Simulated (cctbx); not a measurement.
**Diagnosing a refinement**

Cell a = 5.2010 Å, b = 5.2010 Å, c = 8.2840 Å, α = 90.00°, β = 90.00°, γ = 120.00°; space group P6_3/mmc (no. 194). The compound is SrGdAg.

Simulated single-crystal data (cctbx): Mo Kα, λ = 0.71073 Å, to d = 0.84 Å, 80 % of the full sphere, strongest reflection 70000 counts, noise from counting, a 2 % proportional error and a noise floor of 15 counts (s.d.); no absorption, and some extinction, which the refinements don't model.

An anisotropic refinement with weights 1/σ² prints:

```text
Rint 0.014, 10 unique reflections to 2.07 A
cycle     R1     wR2    GooF  max shift (A)
   1  0.0172  0.0294   3.412   0.00000
   2  0.0047  0.0107   1.244   0.00000
final R1 0.0047 wR2 0.0107 GooF 1.244  parameters 6  data/parameter 1.7
atom        x        y        z      Ueq    occ   su(xyz)  su(Uiso or U11)
Gd1    0.00000  0.00000  0.00000   0.0168  1.000  0.00000  0.0029
Ag1    0.33333  0.66667  0.75000   0.0247  1.000  0.00000  0.0031
Sr1    0.33333  0.66667  0.25000   0.0188  1.000  0.00000  0.0036
difference map: max 0.04 min -0.05 rms 0.02
Q1    0.0000  0.3676  0.0000   12    0.04  1.91 A from Gd1
Q2    0.0000  0.5000  0.0000    6    0.03  2.56 A from Ag1
Q3    0.1693  0.3386  0.9970   12    0.03  1.53 A from Gd1
Q4    0.9923  0.2680  0.2500   12    0.01  1.89 A from Ag1
Q5    0.1416  0.2833  0.7500    6    0.01  1.73 A from Ag1
Q6    0.1342  0.2685  0.2500    6    0.01  1.79 A from Sr1
```

Q: Accept it or mend it, and why?

Mend it. The fault: data cut at low resolution. Against the right model at the same level, R1 goes from 0.0068 to 0.0047 and GooF from 1.06 to 1.24. The atoms are right, but there are too few data for the parameters: R1 flatters and the s.u.s grow. Data per parameter fall from 14.3 to 1.7.

The compound is SrGdAg. The right model at the same level gives:

```text
Rint 0.019, 86 unique reflections to 0.85 A
cycle     R1     wR2    GooF  max shift (A)
   1  0.0322  0.0761   6.627   0.00000
   2  0.0068  0.0121   1.057   0.00000
final R1 0.0068 wR2 0.0121 GooF 1.057  parameters 6  data/parameter 14.3
atom        x        y        z      Ueq    occ   su(xyz)  su(Uiso or U11)
Gd1    0.00000  0.00000  0.00000   0.0091  1.000  0.00000  0.0001
Ag1    0.33333  0.66667  0.75000   0.0198  1.000  0.00000  0.0002
Sr1    0.33333  0.66667  0.25000   0.0120  1.000  0.00000  0.0002
difference map: max 0.31 min -0.47 rms 0.08
Q1    0.3333  0.6667  0.1065    4    0.34  1.19 A from Sr1
Q2    0.2282  0.4564  0.6126   12    0.21  1.48 A from Ag1
Q3    0.1696  0.3392  0.0924   12    0.21  1.71 A from Gd1
Q4    0.0612  0.1224  0.1803   12    0.17  1.59 A from Gd1
Q5    0.0888  0.4524  0.1693   24    0.16  1.37 A from Sr1
Q6    0.0000  0.3341  0.5000   12    0.15  1.74 A from Gd1
```

This is a model crystal, built by substitution and not relaxed, with assumed displacement parameters.

[Middle refinement cycles are left out of these outputs.]

[Logs are printed without paths, hosts, clocks, repeated set-up lines and the standing remarks that a program may print on its own settings, such as how far it seeks lower states.]
